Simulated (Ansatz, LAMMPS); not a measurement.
# Squeezing and shearing glassy 32SiO2-46B2O3-11MgO-11CaO (mol %) (137 atoms), part 2 of 3

Aim: relax glassy 32SiO2-46B2O3-11MgO-11CaO (mol %) (137 atoms), then change its volume and shape to read moduli from the stress.

Ansatz 0.2.0; Kohn-Sham DFT, PBE, PAW (set soft_2), plane waves.

The cell: 12 Si, 34 B, 4 Mg, 4 Ca and 83 O. The quench rate of 100 K/ps is many orders above laboratory rates. The network of bonds at the start is that of the classical potential that made the cell. The Brillouin zone is sampled at Γ only.

So far. Step 2 (Single point at the start): The r.m.s. force at the start is 1.2 eV/Å. Step 3 (Cell and atoms relaxed): The relaxation converged after 35 steps, with a largest force component of 0.016 eV/Å.

**4. Single point at the relaxed geometry**

The electronic structure is read at the final geometry, in a run of its own.

Input file input.yaml:

```yaml
crystal:
  lattice:
    - [11.67418, -0.13692, 0.15958]
    - [-0.13692, 11.48414, 0.01862]
    - [0.15958, 0.01862, 11.79384]
  atoms:
    - { symbol: Si, position: [0.16597, 0.56231, 0.83154] }
    - { symbol: Si, position: [0.14543, 0.0283, 0.1765] }
    - { symbol: Si, position: [0.5372, 0.41492, 0.70849] }
    - { symbol: Si, position: [0.0275, 0.99363, 0.62032] }
    - { symbol: Si, position: [0.39487, 0.94693, 0.4237] }
    - { symbol: Si, position: [0.18597, 0.8184, 0.73001] }
    [... 125 atom lines left out ...]
    - { symbol: O, position: [0.68214, 0.69218, 0.4782] }
    - { symbol: O, position: [0.09376, 0.11632, 0.65279] }
    - { symbol: O, position: [0.14629, 0.69788, 0.79316] }
    - { symbol: O, position: [0.03993, 0.05572, 0.08524] }
    - { symbol: O, position: [0.24087, 0.31767, 0.83813] }
    - { symbol: O, position: [0.15081, 0.27814, 0.03595] }
kpoints:
  mp_grid: { grid: [1, 1, 1] }
hamiltonian:
  xc: pbe
scf:
  occupations: { method: fixed }
output:
  forces: true
  stress: true
  populations: true
  dos:
    method: { smearing: { sigma: 0.15 } }
    de: 0.1
    projected: { site_lists: { B: [B], Ca: [Ca], Mg: [Mg], O: [O], Si: [Si] } }
  eigenvalues: true
  write_density: true
  write_potential: true
  volumetric_format: npy
```

Launch:

```
ansatz run input.yaml --threads 4 --pin off --max-ram 8192MiB --backend cpu --events-out ev --progress --plain --runs-dir out
```

Numbers of over 12 decimals in the logs are rounded to 6 here.

Log:

```text
[...]
Crystal: 137 atoms, lattice volume = 1580.657 Å³
Basis set: ecut = 420 eV, 30917 PW (Γ), exchange–correlation on 160×160×160 points (8 copies of the dense FFT grid, shifted against one another)
Bands: 501, of which v1, the nominal top of the filled ones, is band 364 counted from 1 (363 counted from 0)
Symmetry: 1 space group operations
[...]
k-points: 1
[...]
SCF iter   1: F=—  HF=-75125.277058 eV  |F-HF|=—  |Δ(HF+E_count)|=         —  Δρ=3.17e-3  dr2=2.20e-1  ethr=1.77e-3  ⟨swp⟩=6.0  Hψ=2386  notcnv=0  defer=135
[...]
SCF iter   9: F=-75125.261481 eV  HF=-75125.261481 eV  |F-HF|=4.52e-8  |Δ(HF+E_count)|=   2.58e-8  Δρ=2.41e-6  dr2=9.54e-8  ethr=1.37e-11  ⟨swp⟩=22.0  Hψ=5823  notcnv=0
SCF 1 converged in 9 iterations: F = -75125.261481 eV  dr2 = 9.54e-8
[...]
SCF converged after 9 iterations
Free energy (F): -75125.261481 eV
[...]
Internal energy: -75125.261481 eV  (E = F + TS)
E sigma→0 (E₀):  -75125.261481 eV
Fermi energy:    3.836756 eV
[...]
--- Forces (eV/Å), atoms counted from 1 ---
  atom   1  Si     0.00291724     0.00989218     0.00139506
  atom   2  Si     0.00533753    -0.00017456     0.00573743
  atom   3  Si     0.00289495    -0.00097548     0.00071785
  atom   4  Si    -0.00133231    -0.01328759     0.00559520
  atom   5  Si    -0.00101982    -0.00126499    -0.01333992
  atom   6  Si    -0.01622125    -0.00098581    -0.00740268
  atom   7  Si    -0.00254110     0.00636733     0.00075105
  atom   8  Si    -0.00300213     0.00486874     0.00843086
  atom   9  Si    -0.00664712    -0.00282707     0.00222984
  atom  10  Si    -0.00490093     0.00060650     0.00590832
  atom  11  Si    -0.00177269    -0.00436186     0.00403276
  atom  12  Si     0.00446044    -0.00484070    -0.00644013
  atom  13  B     -0.00367101    -0.00371924     0.00095358
  atom  14  B      0.00156206    -0.00176140     0.00017881
[...]
atom 136  O      0.00106964     0.00571716    -0.00288926
  atom 137  O     -0.00289334    -0.00161896    -0.00148641
  max |Σ_I F_I| component: 1.08e-4 eV/Å
--- Stress (GPa, compression-positive) ---
        0.005566       0.000797       0.006350
        0.000795      -0.005891      -0.002163
        0.006346      -0.002156      -0.000725
  P = ⅓ Tr σ = -0.0003 GPa (-0.003 kbar)
--- Band table (eV) ---
[...]
--- Löwdin populations: 137 sites ---
  site symbol       q [e]
     0     Si      2.2212
     1     Si      2.3315
     2     Si      2.2268
[...]
136      O      6.7686
  spilling = 0.010398 (of n_electrons = 728.000000)
```

The job ended after 24 s (4 threads of Intel Xeon Platinum 8488C (Sapphire Rapids), shared host; peak memory 2.5 GiB; 88 s of CPU time).

The run gave:

| Property | Result |
| --- | --- |
| free energy | -75125.2615 eV |
| free energy per atom | -548.3596 eV/atom |
| SCF cycles | 9 |
| pressure | -0.0003499 GPa |
| r.m.s. force component | 0.00437 eV/Å |
| longest force | 0.01807 eV/Å |
| Fermi energy | 3.837 eV |
| gap (highest filled to lowest empty level) | 4.121 eV |
| spilling of the projection | 0.0104 |

Löwdin charges by element and coordination (they lack the spilled electrons, 0.055 e an atom on average):

| element | coordination | atoms | mean charge (e) | spread | least | most |
| --- | --- | --- | --- | --- | --- | --- |
| B | all | 34 | 0.62 | 0.0435 | 0.485 | 0.698 |
| B | 3 | 24 | 0.637 | 0.0344 | 0.574 | 0.698 |
| B | 4 | 10 | 0.580 | 0.0354 | 0.485 | 0.623 |
| Ca | all | 4 | 1.80 | 0.0131 | 1.78 | 1.81 |
| Ca | 5 | 2 | 1.81 | 0.0053 | 1.80 | 1.81 |
| Ca | 6 | 1 | 1.78 | 0 | 1.78 | 1.78 |
| Ca | 7 | 1 | 1.79 | 0 | 1.79 | 1.79 |
| Mg | all | 4 | 1.67 | 0.01 | 1.66 | 1.69 |
| O | all | 83 | -0.583 | 0.139 | -1.03 | -0.349 |
| O | 2 | 50 | -0.547 | 0.122 | -0.797 | -0.349 |
| O | 3 | 29 | -0.620 | 0.140 | -1.03 | -0.368 |
| O | 4 | 4 | -0.766 | 0.117 | -0.923 | -0.593 |
| Si | all | 12 | 1.75 | 0.0308 | 1.67 | 1.79 |

Density of states as counts of states in windows of 1 eV (from the Fermi level), total and the larger projections:

| from (eV) | to (eV) | total | O p | B p |
| --- | --- | --- | --- | --- |
| -10 | -9 | 26.9 | 18.7 | 2.2 |
| -9 | -8 | 31.2 | 21.8 | 4.1 |
| -8 | -7 | 41.0 | 29.2 | 6.4 |
| -7 | -6 | 38.4 | 27.3 | 7.6 |
| -6 | -5 | 41.2 | 30.9 | 6.2 |
| -5 | -4 | 56.8 | 46.4 | 5.1 |
| -4 | -3 | 74.3 | 65.7 | 3.3 |
| -3 | -2 | 86.8 | 81.0 | 1.9 |
| -2 | -1 | 70.7 | 67.5 | 1.0 |
| -1 | 0 | 16.4 | 15.7 | 0.3 |
| 0 | 1 | 0.7 | 0.7 | 0.0 |
| 1 | 3 | 0.0 | 0.0 | 0.0 |
| 3 | 4 | 0.6 | 0.0 | 0.2 |
| 4 | 5 | 7.6 | 0.7 | 2.6 |

With fixed occupations the program's Fermi level is the highest filled level; weight inside the gap is the broadening of levels at its edges.

Between -26 and -10 eV lie 204 more states.

The stored curve holds about 688 of the 728 electrons; the rest, give or take the few that broadening carries across the Fermi level, lie in deeper levels below its range.

The levels nearest the highest filled one (over half full), pooled over k-points and spins:

| level less the highest filled one (eV) | occupation |
| --- | --- |
| -0.757 | 2 |
| -0.717 | 2 |
| -0.579 | 2 |
| -0.486 | 2 |
| -0.276 | 2 |
| 0 | 2 |
| 4.12 | 0 |
| 4.17 | 0 |
| 4.93 | 0 |
| 5.03 | 0 |
| 5.04 | 0 |
| 5.13 | 0 |

Valence density in the ac plane at fractional y = 0.042, with atoms of Si and B and Mg and O within 0.2 Å of it. It is the smooth field of the valence electrons, not physical close to the nuclei.

Ten steps, logarithmic in the rise over the least value, from '0' (0 e/Å³) to '9' (18 e/Å³), each cell a mean:
```
000001222100000000133320000000000
000002344210000000122210011100000
000002344321000000011100134321000
000001233322100000111001246642000
000000122344421001111001246642000
000000012356652112211001234321000
111110001246653234421012332322211
223321000123333334321112333345432
223321000001233232210112322245532
122210000001344321000111111123322
122110000012465310001233210000111
122210000002454210002466420000001
222210000001222100013577531000111
322100000011111000001455422111333
322210000134321000000122268722334
234442001367641000000000279831122
135653101367641000000000135410001
124543111234421000000000011221000
012322221111100000000000113554200
122211222100000000000000125776311
454321221100000000000000023554222
676421110000000000000000001222123
566311000000000000011100000000013
233110000000000000123210000000001
```
Columns run along a (11.7 Å), rows up along c (11.8 Å). Atoms in or near the plane, at fractional coordinates: Si at (0.15, 0.18), B at (0.45, 0.65), B at (0.28, 0.82), B at (0.79, 0.71), Mg at (0.80, 0.36), O at (0.34, 0.32), O at (0.69, 0.47), O at (0.04, 0.09).

Electrostatic potential energy in the ac plane at fractional y = 0.042, with atoms of Si and B and Mg and O within 0.2 Å of it. With pseudopotentials it is smooth inside the atoms' cores, unlike the true potential.

Values in eV, 13 rows by 16 columns, each cell a mean:
```
  8   5   6   2   6   9   9   9   9   6   6   7   5   7   8   9
  8   8   7  -7 -17   0   8   7   5   4   6   6  -4  -4   8   9
  9   9   8  -4 -32 -21   0   7   4   2   4   5 -13 -13   8   9
  4   6   8   7   4 -21 -15  -3  -1   5   7   1 -33 -18   4   6
-25  -8   6   9  10   7 -18 -36  -2   8   8   4  -7  -4 -12  -4
-13  -2   8  10  10   7 -16  -5   7   9   6   5   8   9   8   1
  5   7  10  10  10   7  -1   6  10  10 -17 -27   6   8   9   7
-15   3  10  10   9   3   1   5   9  10   2  -8 -13 -10   3  -4
 -5 -12   3  10   2 -33  -9   8   9  10   9   1 -31 -26   2   3
  7 -12 -11   3   5  -8   3   9   9   9   9   7   2  -1   6   9
  5 -19 -40 -16   6   7   8   9  10   9   9   8   1 -34 -10   7
-28 -19 -15  -1   8   9   9  10  10  10  10   8   6  -1   2   2
 -8  -1   6   8  10  10   9   9  10   9  10   9   8   8   7   7
```
Columns run along a (11.7 Å; values clipped at the 3rd and 97th percentile), rows up along c (11.8 Å). Atoms in or near the plane, at fractional coordinates: Si at (0.15, 0.18), B at (0.45, 0.65), B at (0.28, 0.82), B at (0.79, 0.71), Mg at (0.80, 0.36), O at (0.34, 0.32), O at (0.69, 0.47), O at (0.04, 0.09).

Filled and empty levels are parted by 4.12 eV (at Γ alone); a semilocal functional tends to put such gaps too low. In a disordered cell it changes from sample to sample, and tail or defect levels can set it. Mean Löwdin charges: B +0.62, Ca +1.80, Mg +1.67, O -0.58, Si +1.75 e (they miss 1.0 % of the electrons, so they add up to more than the cell's charge). The largest share in the top eV of filled states is O p (97 % of the projected weight), and in the lowest eV of empty states B p (45 % of the projected weight).

**5. Volume -3 %**

The relaxed cell is scaled evenly and the atoms are relaxed again; the stress at the end gives one point of P(V).

input.yaml, the sections that differ from step 4:

```yaml
crystal:
  lattice:
    - [11.55625, -0.13554, 0.15797]
    - [-0.13554, 11.36813, 0.01843]
    - [0.15797, 0.01843, 11.6747]
  atoms:
    [... the 137 atom lines of step 4 ...]
output:
  forces: true
  eigenvalues: true
  stress: true
relax:
  f_tol: 0.05
  max_steps: 70
# kpoints, hamiltonian, scf: as in step 4
```

Log:

```text
Warning: output.stress: scf.convergence.dr2_threshold = 1e-7 eV (the SCF's general default) is looser than the 1.08e-8 eV advised for a printed stress (1e-10 eV for each atom of the cell: 137, of which 108 are counted). What an SCF threshold leaves in a stress goes as its square root, and in the free energy as the threshold itself, and one threshold admits the most on a small cell: [...]
[...]
Crystal: 137 atoms, lattice volume = 1533.237 Å³
Basis set: ecut = 420 eV, 29935 PW (Γ), exchange–correlation on 160×160×160 points (8 copies of the dense FFT grid, shifted against one another)
Bands: 501, of which v1, the nominal top of the filled ones, is band 364 counted from 1 (363 counted from 0)
Symmetry: 1 space group operations
[...]
k-points: 1
[...]
SCF iter   1: F=—  HF=-75124.465525 eV  |F-HF|=—  |Δ(HF+E_count)|=         —  Δρ=3.27e-3  dr2=2.21e-1  ethr=1.77e-3  ⟨swp⟩=6.0  Hψ=2386  notcnv=0  defer=135
[...]
SCF iter   5: F=—  HF=-75124.449662 eV  |F-HF|=—  |Δ(HF+E_count)|=   1.15e-4  Δρ=1.31e-4  dr2=2.50e-4  ethr=1.61e-7  ⟨swp⟩=2.0  Hψ=715  notcnv=0  defer=135
SCF iter   6: F=-75124.449632 eV  HF=-75124.449644 eV  |F-HF|=1.26e-5  |Δ(HF+E_count)|=   1.73e-5  Δρ=4.96e-5  dr2=3.35e-5  ethr=8.59e-9  ⟨swp⟩=19.0  Hψ=4034  notcnv=0
SCF 1 converged in 6 iterations: F = -75124.449632 eV  dr2 = 3.35e-5
[...]
relax step   1: F+E_penalty+E_count = -75124.44963166 eV  Δ(F+E_penalty+E_count) = +0.000e0 eV  max|allowed force component| = 5.578e-1 eV/Å  Δτ_max = 0.0000 Å  (6 SCF iters, dr2 threshold 6.25e-5 eV, accepted)
[...]
relax step   2: F+E_penalty+E_count = -75124.79182646 eV  Δ(F+E_penalty+E_count) = -3.422e-1 eV  max|allowed force component| = 3.350e-1 eV/Å  Δτ_max = 0.0576 Å  (6 SCF iters, dr2 threshold 1.94e-5 eV, accepted)
[...]
relax step   3: F+E_penalty+E_count = -75124.93010643 eV  Δ(F+E_penalty+E_count) = -1.383e-1 eV  max|allowed force component| = 1.626e-1 eV/Å  Δτ_max = 0.0450 Å  (7 SCF iters, dr2 threshold 7.01e-6 eV, accepted)
relax step   4: F+E_penalty+E_count = -75124.32952483 eV  Δ(F+E_penalty+E_count) = +6.006e-1 eV  max|allowed force component| = 1.016e0 eV/Å  Δτ_max = 0.2000 Å  (8 SCF iters, dr2 threshold 6.23e-6 eV, rejected (line search))
relax step   5: F+E_penalty+E_count = -75124.97219226 eV  Δ(F+E_penalty+E_count) = -4.209e-2 eV  max|allowed force component| = 1.177e-1 eV/Å  Δτ_max = 0.0390 Å  (10 SCF iters, accepted)
relax step   6: F+E_penalty+E_count = -75124.95121617 eV  Δ(F+E_penalty+E_count) = +2.098e-2 eV  max|allowed force component| = 2.207e-1 eV/Å  Δτ_max = 0.1000 Å  (7 SCF iters, dr2 threshold 3.26e-6 eV, rejected (line search))
relax step   7: F+E_penalty+E_count = -75124.98200974 eV  Δ(F+E_penalty+E_count) = -9.817e-3 eV  max|allowed force component| = 5.322e-2 eV/Å  Δτ_max = 0.0367 Å  (8 SCF iters, accepted)
[...]
relax step   8: F+E_penalty+E_count = -75124.98256454 eV  Δ(F+E_penalty+E_count) = -5.548e-4 eV  max|allowed force component| = 4.890e-2 eV/Å  Δτ_max = 0.0141 Å  (7 SCF iters, accepted)
SCF converged after 7 iterations
Free energy (F): -75124.982565 eV
[...]
Internal energy: -75124.982565 eV  (E = F + TS)
E sigma→0 (E₀):  -75124.982565 eV
Fermi energy:    4.173242 eV
[...]
Σ components = -75124.982565   (vs F -75124.982565, Δ=0.00e0)
--- Forces (eV/Å), atoms counted from 1 ---
  atom   1  Si    -0.00564682    -0.01258666     0.01316530
  atom   2  Si     0.00443658    -0.00721705     0.01092289
  atom   3  Si     0.01234376    -0.00703322     0.00154312
  atom   4  Si    -0.01320164    -0.01052602    -0.00751248
[...]
atom 137  O      0.01202637    -0.00522555     0.00611142
  max |Σ_I F_I| component: 1.21e-4 eV/Å
--- Stress (GPa, compression-positive) ---
        1.665156       0.291162       0.065741
        0.291158       1.938663       0.206892
        0.065737       0.206906       1.889750
  P = ⅓ Tr σ = 1.8312 GPa (18.312 kbar)
--- Band table (eV) ---
[...]
--- Relaxed structure (8 steps of the walk, 6 accepted, 0 SCFs on fresh bases) ---
  F+E_penalty+E_count = -75124.98256454 eV   max|allowed force component| = 4.890e-2 eV/Å
  atoms:
    - { symbol: Si, position: [0.161393, 0.558801, 0.831913] }
    - { symbol: Si, position: [0.145019, 0.030228, 0.175850] }
    - { symbol: Si, position: [0.536221, 0.417665, 0.705349] }
    - { symbol: Si, position: [0.031203, 0.993646, 0.621516] }
[...]
- { symbol: O, position: [0.149934, 0.281407, 0.034710] }
```

It took 2.1 min on 4 threads; peak memory 2.4 GiB.

The program notes that the SCF threshold is loose for the stress.

The relaxation converged after 8 steps, 0.533 eV below its start, with a largest force component of 0.049 eV/Å.

Volume -3 %: the energy stands 0.279 eV above that of the reference, at a pressure of 1.83 GPa.

**6. Volume +3 %**

The relaxed cell is scaled to another volume.

Input and log are left out; they have the form of those shown for this kind of step.

The job ended after 3 min (4 threads of Intel Xeon Platinum 8488C (Sapphire Rapids), shared host; peak memory 2.5 GiB; 11 min of CPU time).

The relaxation converged after 11 steps, 0.481 eV below its start, with a largest force component of 0.033 eV/Å.

Volume +3 %: the energy stands 0.245 eV above that of the reference, at a pressure of -1.63 GPa.

**7. Volume -6 %**

The relaxed cell is scaled to another volume.

Input and log are left out; they have the form of those shown for this kind of step.

The job ended after 3.2 min (4 threads of Intel Xeon Platinum 8488C (Sapphire Rapids), shared host; peak memory 2.4 GiB; 12 min of CPU time).

The relaxation converged after 12 steps, 2.28 eV below its start, with a largest force component of 0.049 eV/Å.

Volume -6 %: the energy stands 1.10 eV above that of the reference, at a pressure of 3.80 GPa.

**8. Volume +6 %**

The relaxed cell is scaled to another volume.

Input and log are left out; they have the form of those shown for this kind of step.

Wall time 3.4 min (4 threads of Intel Xeon Platinum 8488C (Sapphire Rapids), shared host); peak memory 2.6 GiB; 13 min of CPU time.

The relaxation converged after 12 steps, 1.83 eV below its start, with a largest force component of 0.042 eV/Å.

Volume +6 %: the energy stands 0.941 eV above that of the reference, at a pressure of -3.02 GPa.

**9. Volume -10 %**

The relaxed cell is scaled to another volume.

Input and log are left out; they have the form of those shown for this kind of step.

Wall time 4.7 min (4 threads of Intel Xeon Platinum 8488C (Sapphire Rapids), shared host); peak memory 2.3 GiB.

The relaxation converged after 19 steps, 7.00 eV below its start, with a largest force component of 0.026 eV/Å.

Volume -10 %: the energy stands 3.04 eV above that of the reference, at a pressure of 6.39 GPa.

**10. Stretched by 1 % along x**

The relaxed cell is strained along x alone, which gives the stiffness along x and its coupling to y and z.

input.yaml, the sections that differ from step 5:

```yaml
crystal:
  lattice:
    - [11.79092, -0.13692, 0.15958]
    - [-0.13829, 11.48414, 0.01862]
    - [0.16118, 0.01862, 11.79384]
  atoms:
    [... the 137 atom lines of step 4 ...]
# kpoints, hamiltonian, scf, output, relax: as in step 5
```

Log:

```text
[...]
Crystal: 137 atoms, lattice volume = 1596.463 Å³
Basis set: ecut = 420 eV, 31239 PW (Γ), exchange–correlation on 160×160×160 points (8 copies of the dense FFT grid, shifted against one another)
Bands: 501, of which v1, the nominal top of the filled ones, is band 364 counted from 1 (363 counted from 0)
Symmetry: 1 space group operations
[...]
k-points: 1
[...]
SCF iter   1: F=—  HF=-75125.133128 eV  |F-HF|=—  |Δ(HF+E_count)|=         —  Δρ=3.14e-3  dr2=2.23e-1  ethr=1.77e-3  ⟨swp⟩=6.0  Hψ=1814  notcnv=0  defer=135
[...]
SCF iter   5: F=—  HF=-75125.116061 eV  |F-HF|=—  |Δ(HF+E_count)|=   1.48e-4  Δρ=1.30e-4  dr2=2.69e-4  ethr=1.76e-7  ⟨swp⟩=2.0  Hψ=845  notcnv=0  defer=135
SCF iter   6: F=-75125.116028 eV  HF=-75125.116045 eV  |F-HF|=1.71e-5  |Δ(HF+E_count)|=   1.58e-5  Δρ=5.39e-5  dr2=4.09e-5  ethr=8.59e-9  ⟨swp⟩=19.0  Hψ=4193  notcnv=0
SCF 1 converged in 6 iterations: F = -75125.116028 eV  dr2 = 4.09e-5
[...]
relax step   1: F+E_penalty+E_count = -75125.11602807 eV  Δ(F+E_penalty+E_count) = +0.000e0 eV  max|allowed force component| = 3.967e-1 eV/Å  Δτ_max = 0.0000 Å  (6 SCF iters, dr2 threshold 6.25e-5 eV, accepted)
[...]
relax step   2: F+E_penalty+E_count = -75125.18801742 eV  Δ(F+E_penalty+E_count) = -7.199e-2 eV  max|allowed force component| = 2.385e-1 eV/Å  Δτ_max = 0.0262 Å  (6 SCF iters, dr2 threshold 9.84e-6 eV, accepted)
[...]
relax step   3: F+E_penalty+E_count = -75125.21686241 eV  Δ(F+E_penalty+E_count) = -2.884e-2 eV  max|allowed force component| = 6.121e-2 eV/Å  Δτ_max = 0.0254 Å  (6 SCF iters, dr2 threshold 3.55e-6 eV, accepted)
relax step   4: F+E_penalty+E_count = -75125.22034225 eV  Δ(F+E_penalty+E_count) = -3.480e-3 eV  max|allowed force component| = 7.057e-2 eV/Å  Δτ_max = 0.0146 Å  (7 SCF iters, accepted)
relax step   5: F+E_penalty+E_count = -75125.22257991 eV  Δ(F+E_penalty+E_count) = -2.238e-3 eV  max|allowed force component| = 9.262e-2 eV/Å  Δτ_max = 0.0177 Å  (7 SCF iters, accepted)
relax step   6: F+E_penalty+E_count = -75125.22416869 eV  Δ(F+E_penalty+E_count) = -1.589e-3 eV  max|allowed force component| = 3.380e-2 eV/Å  Δτ_max = 0.0122 Å  (4 SCF iters, dr2 threshold 8.58e-6 eV, accepted)
[...]
relax step   7: F+E_penalty+E_count = -75125.22416989 eV  Δ(F+E_penalty+E_count) = -1.195e-6 eV  max|allowed force component| = 3.373e-2 eV/Å  Δτ_max = 0.0000 Å  (4 SCF iters, accepted)
SCF converged after 4 iterations
Free energy (F): -75125.224170 eV
[...]
Internal energy: -75125.224170 eV  (E = F + TS)
E sigma→0 (E₀):  -75125.224170 eV
Fermi energy:    3.738024 eV
[...]
Σ components = -75125.224170   (vs F -75125.224170, Δ=0.00e0)
--- Forces (eV/Å), atoms counted from 1 ---
  atom   1  Si    -0.00974167    -0.00185545     0.00512967
  atom   2  Si     0.00512641    -0.01686344    -0.01036838
  atom   3  Si     0.00963600    -0.00772226     0.00598719
  atom   4  Si     0.00150678     0.00422721    -0.00565260
[...]
atom 137  O      0.00030788    -0.01493927     0.00308553
  max |Σ_I F_I| component: 5.88e-5 eV/Å
--- Stress (GPa, compression-positive) ---
       -0.827111      -0.094615       0.011702
       -0.094618      -0.378955      -0.011344
        0.011698      -0.011339      -0.319581
  P = ⅓ Tr σ = -0.5085 GPa (-5.085 kbar)
--- Band table (eV) ---
[...]
--- Relaxed structure (7 steps of the walk, 7 accepted, 0 SCFs on fresh bases) ---
  F+E_penalty+E_count = -75125.22416989 eV   max|allowed force component| = 3.373e-2 eV/Å
  atoms:
    - { symbol: Si, position: [0.168904, 0.562912, 0.831309] }
    - { symbol: Si, position: [0.145001, 0.028358, 0.176728] }
    - { symbol: Si, position: [0.537936, 0.413809, 0.709621] }
    - { symbol: Si, position: [0.025335, 0.992782, 0.620382] }
[...]
- { symbol: O, position: [0.151399, 0.278146, 0.035483] }
```

It took 1.7 min on 4 threads; peak memory 2.5 GiB; 6.3 min of CPU time.

The relaxation converged after 7 steps, 0.108 eV below its start, with a largest force component of 0.034 eV/Å.

Stretched by 1 % along x: the energy stands 0.0373 eV above that of the reference, at a pressure of -0.509 GPa.

(Continued in part 3 of 3.)

[Logs are printed without paths, hosts, clocks, repeated set-up lines and the standing remarks that a program may print on its own settings, such as how far it seeks lower states.]

[Hosts, paths, dates, database ids (printed as entryN), source tags and the programs' standing remarks are cut or masked in the printed files.]
